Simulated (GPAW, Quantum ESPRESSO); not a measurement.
# O K ELNES/XANES of Ti6O (P-31m) from DFT

Aim: the O K edge of Ti6O (P-31m) by two routes, a Lanczos recursion (XSpectra) and a sum over empty bands (GPAW), to see which features are robust.

Program: Quantum ESPRESSO 7.5. Level of theory: core-hole supercells, plane-wave PAW LDA (first program; GPAW 26.7.0 follows as the second). Results are calculated unless marked as measured.

Most raw output is cut from this account.

**1. Set-up**

The structure is trigonal, space group P-31m (No. 162). The conventional cell has a = 5.130 Å, b = 5.130 Å, c = 4.740 Å, α = 90.00°, β = 90.00°, γ = 120.00°. Ti has 1 O at 2.08 Å nearest. Nearest to O lie 6 Ti at 2.08 Å. Farther neighbours and most contacts between anions are not listed.

**2. The field without a hole (Quantum ESPRESSO)**

The ground state comes first: it tells whether the system has a gap, which decides how the excited electron is treated.

The PAW data sets are made with ld1.x, with reconstruction data.

File scf.in:

```
&control
   calculation='scf', prefix='x', pseudo_dir='../pp', outdir='tmp', tprnfor=.true.
/
&system
   ibrav=0, nat=7, ntyp=2, nbnd=48
   ecutwfc=52, ecutrho=560
   occupations='smearing', smearing='mv', degauss=0.015
/
&electrons
   conv_thr=7.0e-08, electron_maxstep=120
   mixing_beta=0.5
/
ATOMIC_SPECIES
Ti 1.0 Ti.lda-spn-kjpaw.UPF
O3 1.0 O.lda-n-kjpaw.UPF
CELL_PARAMETERS angstrom
  5.13000000 0.00000000 0.00000000
  -2.56500000 4.44271032 0.00000000
  0.00000000 0.00000000 4.74000000
ATOMIC_POSITIONS crystal
Ti   0.33300000 0.33300000 0.75000000
Ti   0.66700000 0.00000000 0.75000000
Ti   0.00000000 0.66700000 0.75000000
Ti   0.66700000 0.66700000 0.25000000
Ti   0.00000000 0.33300000 0.25000000
Ti   0.33300000 0.00000000 0.25000000
O3   0.00000000 0.00000000 0.00000000
K_POINTS automatic
6 6 6 0 0 0
```

Run with:

```
$ OMP_NUM_THREADS=1 mpirun --oversubscribe --bind-to none -np 4 pw.x -nk 4 -in scf.in > scf.out
```

Elapsed: 52 s, on 4 MPI ranks of Arm Neoverse V1, shared host; peak memory 0.29 GiB.

Absorbing atoms carry a label of their own (element plus a letter or digit), as the spectrum program needs them as separate species.

The mesh shows no gap, so the system is treated as a metal and the core electron is put at the Fermi level (neutral cell).

**3. Spectrum without a core hole, O atom 7 (Quantum ESPRESSO)**

This cheap baseline ignores the attraction of the hole: it shows the absorber's empty states as they are in the ground state.

The absorber has 6 Ti at 2.08 Å (octahedral, site symmetry -3m).

File xspectra.in:

```
&input_xspectra
   calculation='xanes_dipole', edge='K'
   prefix='x', outdir='tmp', xiabs=2, xe0=13.2422
   xonly_plot=.false., x_save_file='xanes.sav'
   xniter=3000, xcheck_conv=20, xerror=0.005
   xcoordcrys=.false., xepsilon(1)=1, xepsilon(2)=0, xepsilon(3)=0
/
&plot
   xnepoint=413, xemin=-10, xemax=45, terminator=.true., cut_occ_states=.true.
   xgamma=0.4
/
&pseudos
   filecore='../O.wfc'
/
&cut_occ
   cut_desmooth=0.1, cut_stepl=0.05, cut_stepu=0.05, cut_ierror=1e-5
/
7 7 6 0 0 0
```

Run with:

```
$ OMP_NUM_THREADS=1 mpirun --oversubscribe --bind-to none -np 4 xspectra.x -nk 4 -in xspectra.in > xspectra.out
```

The job ended after 4.6 min (4 MPI ranks; peak memory 0.21 GiB; 18 min of CPU time).

The O K spectrum, O atom 7, no core hole (energy from the energy zero of the input (xe0, at the border of filled and empty states); intensity scaled to a mean of 1 over the first 20 eV; the points at xe0, where the cut of filled states can leave a spike, are interpolated; polarised curves are means over the symmetry-equivalent atoms):

| E (eV) | isotropic | ε ⊥ c | ε ∥ c |
| --- | --- | --- | --- |
| -2.00 | 0.06 | 0.07 | 0.06 |
| -1.25 | 0.09 | 0.10 | 0.09 |
| -0.50 | 0.16 | 0.16 | 0.14 |
| 0.25 | 0.37 | 0.39 | 0.33 |
| 1.00 | 0.75 | 0.79 | 0.66 |
| 1.75 | 1.54 | 1.66 | 1.30 |
| 2.50 | 2.17 | 2.25 | 2.03 |
| 3.25 | 2.14 | 2.02 | 2.38 |
| 4.00 | 2.18 | 2.05 | 2.42 |
| 4.75 | 1.90 | 1.96 | 1.77 |
| 5.50 | 1.29 | 1.31 | 1.25 |
| 6.25 | 0.99 | 1.00 | 0.97 |
| 7.00 | 0.64 | 0.69 | 0.54 |
| 7.75 | 0.49 | 0.53 | 0.41 |
| 8.50 | 0.45 | 0.46 | 0.43 |
| 9.25 | 0.65 | 0.66 | 0.64 |
| 10.00 | 0.81 | 0.81 | 0.80 |
| 10.75 | 1.34 | 1.16 | 1.70 |
| 11.50 | 1.08 | 0.87 | 1.51 |
| 12.25 | 0.70 | 0.66 | 0.79 |
| 13.00 | 0.73 | 0.79 | 0.61 |
| 13.75 | 0.65 | 0.70 | 0.54 |
| 14.50 | 0.67 | 0.77 | 0.49 |
| 15.25 | 0.81 | 0.98 | 0.46 |
| 16.00 | 0.77 | 0.90 | 0.51 |
| 16.75 | 0.78 | 0.81 | 0.73 |
| 17.50 | 0.77 | 0.75 | 0.81 |
| 18.25 | 0.80 | 0.81 | 0.76 |
| 19.00 | 0.79 | 0.86 | 0.66 |
| 19.75 | 0.56 | 0.58 | 0.50 |
| 20.50 | 0.55 | 0.46 | 0.73 |
| 21.25 | 0.59 | 0.44 | 0.87 |
| 22.00 | 0.69 | 0.46 | 1.16 |
| 22.75 | 0.76 | 0.64 | 1.02 |
| 23.50 | 0.82 | 0.78 | 0.89 |
| 24.25 | 0.77 | 0.81 | 0.69 |
| 25.00 | 0.74 | 0.79 | 0.65 |
| 25.75 | 0.77 | 0.84 | 0.64 |
| 26.50 | 0.73 | 0.78 | 0.64 |
| 27.25 | 0.63 | 0.70 | 0.49 |
| 28.00 | 0.53 | 0.60 | 0.39 |
| 28.75 | 0.61 | 0.69 | 0.44 |
| 29.50 | 0.60 | 0.65 | 0.51 |
| 30.25 | 0.63 | 0.61 | 0.65 |
| 31.00 | 0.59 | 0.63 | 0.52 |
| 31.75 | 0.60 | 0.64 | 0.53 |

Main maxima below 24 eV (height): 2.4 eV (2.20), 3.6 eV (2.43), 10.8 eV (1.36), 15.2 eV (0.81), 18.7 eV (0.84) and 23.8 eV (0.84). A K edge sees empty p states; the first features are O p mixed into the empty d states of the Ti neighbours, and the broad ones above probably into the cations' higher empty bands.

**4. Another broadening**

The final state's lifetime shortens with energy, so measured features broaden above the edge; the saved Lanczos coefficients are redrawn with a width that grows.

File xspectra_plot.in:

```
&input_xspectra
   calculation='xanes_dipole', edge='K'
   prefix='x', outdir='tmp', xiabs=2, xe0=13.2422
   xonly_plot=.true., x_save_file='xanes.sav'
   xniter=3000, xcheck_conv=20, xerror=0.005
   xcoordcrys=.false., xepsilon(1)=1, xepsilon(2)=0, xepsilon(3)=0
/
&plot
   xnepoint=413, xemin=-10, xemax=45, terminator=.true., cut_occ_states=.true.
   gamma_mode='variable', gamma_energy(1)=4, gamma_energy(2)=25, gamma_value(1)=0.3, gamma_value(2)=2.5
/
&pseudos
   filecore='../O.wfc'
/
&cut_occ
   cut_desmooth=0.1, cut_stepl=0.05, cut_stepu=0.05, cut_ierror=1e-5
/
7 7 6 0 0 0
```

Run with:

```
$ OMP_NUM_THREADS=1 xspectra.x -in xspectra_plot.in > xspectra_plot.out
```

It took 7.8 s on 1 MPI rank; peak memory 0.05 GiB.

With a Lorentzian half width 0.3 eV up to 4 eV, rising linearly to 2.5 eV at 25 eV, the maxima are 2.4 eV (2.37), 3.6 eV (2.64) and 10.8 eV (1.00).

**5. Reference energy of the supercell (Quantum ESPRESSO)**

The photon energy needs a difference of total energies, so the cell and mesh of the coming hole run are first run without a hole.

File scf.in:

```
&control
   calculation='scf', prefix='x', pseudo_dir='../pp', outdir='tmp', tprnfor=.true.
/
&system
   ibrav=0, nat=14, ntyp=2, nbnd=96
   ecutwfc=52, ecutrho=560
   occupations='smearing', smearing='mv', degauss=0.015
/
&electrons
   conv_thr=1.4e-07, electron_maxstep=120
   mixing_beta=0.5
/
ATOMIC_SPECIES
Ti 1.0 Ti.lda-spn-kjpaw.UPF
O 1.0 O.lda-n-kjpaw.UPF
CELL_PARAMETERS angstrom
  2.56500000 -4.44271032 0.00000000
  -2.56500000 -4.44271032 0.00000000
  0.00000000 0.00000000 -9.48000000
ATOMIC_POSITIONS crystal
Ti   0.00000000 0.66700000 0.62500000
Ti   0.00000000 0.66700000 0.12500000
Ti   0.66700000 0.33300000 0.62500000
Ti   0.66700000 0.33300000 0.12500000
Ti   0.33300000 0.00000000 0.62500000
Ti   0.33300000 0.00000000 0.12500000
Ti   0.00000000 0.33300000 0.87500000
Ti   0.00000000 0.33300000 0.37500000
Ti   0.66700000 0.00000000 0.87500000
Ti   0.66700000 0.00000000 0.37500000
Ti   0.33300000 0.66700000 0.87500000
Ti   0.33300000 0.66700000 0.37500000
O    0.00000000 0.00000000 0.00000000
O    0.00000000 0.00000000 0.50000000
K_POINTS automatic
6 6 3 0 0 0
```

Run with:

```
$ OMP_NUM_THREADS=1 mpirun --oversubscribe --bind-to none -np 4 pw.x -nk 4 -in scf.in > scf.out
```

Elapsed: 3.4 min, on 4 MPI ranks; peak memory 0.54 GiB; 13 min of CPU time.

Reference energy: -282286.565 eV with the cores included.

**6. The atom with a core hole (Quantum ESPRESSO)**

The frozen core must hold the hole, so the absorber gets a data set of its own.

File O.lda-n-kjpaw-1sch.ld1.in:

```
&input
   title='O', zed=8., rel=1, iswitch=3, dft='PZ',
   config='1s1 2s2 2p5'
/
&inputp
   file_pseudopw='O.lda-n-kjpaw-1sch.UPF', author='',
   lpaw=.true.,
   pseudotype=3,
   lloc=-1,
   rcloc=1.1,
   which_augfun='PSQ',
   rmatch_augfun_nc=.true.,
   nlcc=.true.,
   new_core_ps=.true.,
   rcore=0.7,
   tm=.true.,
   zval=7,
   lgipaw_reconstruction=.true., use_paw_as_gipaw=.true.
/
4
2S  1  0  2.00  0.00  1.00  1.30  0.0
2S  1  0  0.00  1.00  1.00  1.30  0.0
2P  2  1  5.00  0.00  0.90  1.35  0.0
2P  2  1  0.00  0.05  0.90  1.35  0.0
```

Run with:

```
$ ld1.x < O.lda-n-kjpaw-1sch.ld1.in > O.lda-n-kjpaw-1sch.ld1.out
```

Run time: 0.64 s. Hardware: 1 MPI rank; peak memory 0.12 GiB.

Removing the core electron and adding it to the valence shell costs the free atom 530.6 eV.

**7. Supercell with XCH, O atom 7 (Quantum ESPRESSO)**

The holes are 5.1 Å apart. The excited electron is kept in the cell, where it fills the lowest empty states and screens the hole.

scf.in: that of step 5 with these lines changed.

```diff
@@ -4,3 +4,3 @@
 &system
-   ibrav=0, nat=14, ntyp=2, nbnd=96
+   ibrav=0, nat=14, ntyp=3, nbnd=97
    ecutwfc=52, ecutrho=560
@@ -14,2 +14,3 @@
 Ti 1.0 Ti.lda-spn-kjpaw.UPF
+O0 1.0 O.lda-n-kjpaw-1sch.UPF
 O 1.0 O.lda-n-kjpaw.UPF
@@ -32,3 +33,3 @@
 Ti   0.33300000 0.66700000 0.37500000
-O    0.00000000 0.00000000 0.00000000
+O0   0.00000000 0.00000000 0.00000000
 O    0.00000000 0.00000000 0.50000000
```

Run with:

```
$ OMP_NUM_THREADS=1 mpirun --oversubscribe --bind-to none -np 4 pw.x -nk 4 -in scf.in > scf.out
```

Elapsed: 3.6 min, on 4 MPI ranks; peak memory 0.55 GiB; 14 min of CPU time.

Energy with the hole: -281750.648 eV, cores included.

**8. Spectrum with XCH, O atom 7 (Quantum ESPRESSO)**

The Lanczos recursion gives the spectrum without computing empty bands; each polarisation needs a run of its own on the full k mesh. xe0 is set between filled and empty states, and states below it are cut, here at the Fermi level, which holds the excited electron. The file of filecore holds the core orbital, taken from the hole-free data set.

xspectra.in: that of step 3 with these lines changed.

```diff
@@ -2,3 +2,3 @@
    calculation='xanes_dipole', edge='K'
-   prefix='x', outdir='tmp', xiabs=2, xe0=13.2422
+   prefix='x', outdir='tmp', xiabs=2, xe0=13.3685
    xonly_plot=.false., x_save_file='xanes.sav'
@@ -17,2 +17,2 @@
 /
-7 7 6 0 0 0
+7 7 3 0 0 0
```

xspectra_1.in, as its differences from xspectra.in of step 8:

```diff
@@ -5,3 +5,3 @@
    xniter=3000, xcheck_conv=20, xerror=0.005
-   xcoordcrys=.false., xepsilon(1)=1, xepsilon(2)=0, xepsilon(3)=0
+   xcoordcrys=.false., xepsilon(1)=0, xepsilon(2)=0, xepsilon(3)=1
 /
```

Run with:

```
$ OMP_NUM_THREADS=1 mpirun --oversubscribe --bind-to none -np 4 xspectra.x -nk 4 -in xspectra.in > xspectra.out
```

It took 8.8 min on 4 MPI ranks; peak memory 0.38 GiB; 35 min of CPU time.

The O K spectrum, O atom 7, excited-electron core hole (neutral cell) (energy from the energy zero of the input (xe0, at the border of filled and empty states); intensity scaled to a mean of 1 over the first 20 eV; the points at xe0, where the cut of filled states can leave a spike, are interpolated; polarised curves are means over the symmetry-equivalent atoms):

| E (eV) | isotropic | ε ⊥ c | ε ∥ c |
| --- | --- | --- | --- |
| -2.00 | 0.09 | 0.09 | 0.08 |
| -1.25 | 0.13 | 0.14 | 0.13 |
| -0.50 | 0.25 | 0.26 | 0.23 |
| 0.25 | 0.71 | 0.75 | 0.62 |
| 1.00 | 1.76 | 1.85 | 1.57 |
| 1.75 | 2.61 | 2.72 | 2.37 |
| 2.50 | 2.11 | 1.90 | 2.52 |
| 3.25 | 1.96 | 1.84 | 2.20 |
| 4.00 | 1.32 | 1.37 | 1.22 |
| 4.75 | 1.03 | 1.05 | 0.99 |
| 5.50 | 0.79 | 0.81 | 0.74 |
| 6.25 | 0.70 | 0.74 | 0.61 |
| 7.00 | 0.51 | 0.55 | 0.42 |
| 7.75 | 0.41 | 0.44 | 0.36 |
| 8.50 | 0.54 | 0.53 | 0.57 |
| 9.25 | 0.86 | 0.83 | 0.91 |
| 10.00 | 1.14 | 1.02 | 1.39 |
| 10.75 | 1.22 | 1.00 | 1.64 |
| 11.50 | 0.78 | 0.71 | 0.92 |
| 12.25 | 0.70 | 0.77 | 0.56 |
| 13.00 | 0.77 | 0.90 | 0.52 |
| 13.75 | 0.73 | 0.83 | 0.51 |
| 14.50 | 0.84 | 1.01 | 0.49 |
| 15.25 | 0.85 | 1.03 | 0.50 |
| 16.00 | 0.82 | 0.86 | 0.75 |
| 16.75 | 0.82 | 0.75 | 0.95 |
| 17.50 | 0.75 | 0.71 | 0.83 |
| 18.25 | 0.87 | 0.89 | 0.82 |
| 19.00 | 0.68 | 0.69 | 0.67 |
| 19.75 | 0.56 | 0.49 | 0.70 |
| 20.50 | 0.70 | 0.50 | 1.09 |
| 21.25 | 0.71 | 0.51 | 1.10 |
| 22.00 | 0.81 | 0.63 | 1.16 |
| 22.75 | 0.87 | 0.87 | 0.87 |
| 23.50 | 0.93 | 0.99 | 0.80 |
| 24.25 | 0.84 | 0.96 | 0.62 |
| 25.00 | 0.84 | 0.92 | 0.69 |
| 25.75 | 0.81 | 0.87 | 0.68 |
| 26.50 | 0.70 | 0.78 | 0.52 |
| 27.25 | 0.61 | 0.68 | 0.47 |
| 28.00 | 0.60 | 0.68 | 0.45 |
| 28.75 | 0.66 | 0.73 | 0.53 |
| 29.50 | 0.67 | 0.66 | 0.67 |
| 30.25 | 0.65 | 0.64 | 0.68 |
| 31.00 | 0.69 | 0.72 | 0.62 |
| 31.75 | 0.68 | 0.67 | 0.68 |

Main maxima below 24 eV (height): 1.9 eV (2.61), 10.4 eV (1.30), 12.7 eV (0.79), 14.8 eV (0.93), 18.3 eV (0.87) and 23.4 eV (0.94). 

The total-energy difference is 535.92 eV. One term is added: -8.83 eV, since the hole is spin-paired here and a spin-polarised one costs that much less in the free atom (computed apart). The photon energy is then 527.09 eV. The functional leaves an error in such absolute values: in the free atom LDA prices this hole 4.1 eV below PBE (computed apart), and PBE is itself good to a few eV.

**9. Another broadening**

xspectra_plot.in: that of step 4 with these lines changed.

```diff
@@ -2,3 +2,3 @@
    calculation='xanes_dipole', edge='K'
-   prefix='x', outdir='tmp', xiabs=2, xe0=13.2422
+   prefix='x', outdir='tmp', xiabs=2, xe0=13.3685
    xonly_plot=.true., x_save_file='xanes.sav'
@@ -17,2 +17,2 @@
 /
-7 7 6 0 0 0
+7 7 3 0 0 0
```

Run with:

```
$ OMP_NUM_THREADS=1 xspectra.x -in xspectra_plot.in > xspectra_plot.out
```

It took 4.6 s on 1 MPI rank; peak memory 0.05 GiB.

With a Lorentzian half width 0.3 eV up to 4 eV, rising linearly to 2.5 eV at 25 eV, the maxima are 1.9 eV (2.79), 3.1 eV (2.13) and 10.4 eV (1.01).

**10. Ground state of the crystal (GPAW)**

The second program starts from its own ground state, on the same cell and functional.

File scf.py:

```python
import numpy as np
from ase import Atoms
from ase.parallel import parprint, paropen
from gpaw import GPAW, PW, FermiDirac, Mixer, MixerDif, setup_paths
from gpaw.test import gen
setup_paths.insert(0, '.')
gen('O', name='nch1s', xcname='LDA', corehole=(1, 0, 0), write_xml=True)
from gpaw.mpi import world
world.barrier()

atoms = Atoms('Ti6O',
    cell=[[5.13, 0, 0],
     [-2.565, 4.44271032, 0],
     [0, 0, 4.74]],
    scaled_positions=[[0.333, 0.333, 0.75],
     [0.667, 0, 0.75],
     [0, 0.667, 0.75],
     [0.667, 0.667, 0.25],
     [0, 0.333, 0.25],
     [0.333, 0, 0.25],
     [0, 0, 0]],
    pbc=True)
atoms.calc = calc = GPAW(legacy_gpaw=True, mode=PW(500), xc='LDA', setups={6: 'nch1s'},
    kpts={'size': (6, 6, 5), 'gamma': True}, occupations=FermiDirac(0.05),
    charge=0, mixer=Mixer(0.1, 5, 50), maxiter=150,
    convergence={'density': 0.0001}, txt='scf.txt')
energy = atoms.get_potential_energy() + calc.get_reference_energy()
ef = calc.get_fermi_level()
out = dict(energy=energy, fermi=ef, forces=atoms.get_forces().tolist())
parprint(f'all-electron energy {energy:.4f} eV, Fermi level {ef:.4f} eV')
ev = np.array([[calc.get_eigenvalues(k, s) for k in range(len(calc.get_ibz_k_points()))] for s in range(calc.get_number_of_spins())])
out['homo'], out['lumo'], out['counts'] = ev[ev < ef].max(), ev[ev > ef].min(), sorted(set((ev < ef).sum((0, 2)).tolist()))
out['filled'] = (ev[:, 0] < ef).sum(1).tolist()
import json
with paropen('out.json', 'w') as f:
    json.dump(out, f)
```

Run with:

```
$ OMP_NUM_THREADS=1 mpirun -n 4 gpaw python scf.py
```

It took 2.3 min on 4 MPI ranks; peak memory 0.25 GiB.

The mesh shows no gap, so the system is treated as a metal and the core electron is put at the Fermi level (neutral cell).

(Part 1 of 2 ends here.)

[Logs are printed without paths, hosts, clocks, repeated set-up lines and the standing remarks that a program may print on its own settings, such as how far it seeks lower states.]

[Hosts, paths, dates, database ids (printed as entryN), source tags and the programs' standing remarks are cut or masked in the printed files.]

[Lists of maxima count a maximum above −3 eV only where it reaches 4 % of the highest in the window and stands out from its surroundings by 2 % of it (1.5 % where it reaches 55 %); shoulders and weaker maxima are passed over, and of the rest the first, up to two pre-edge ones and the few strongest are named.]
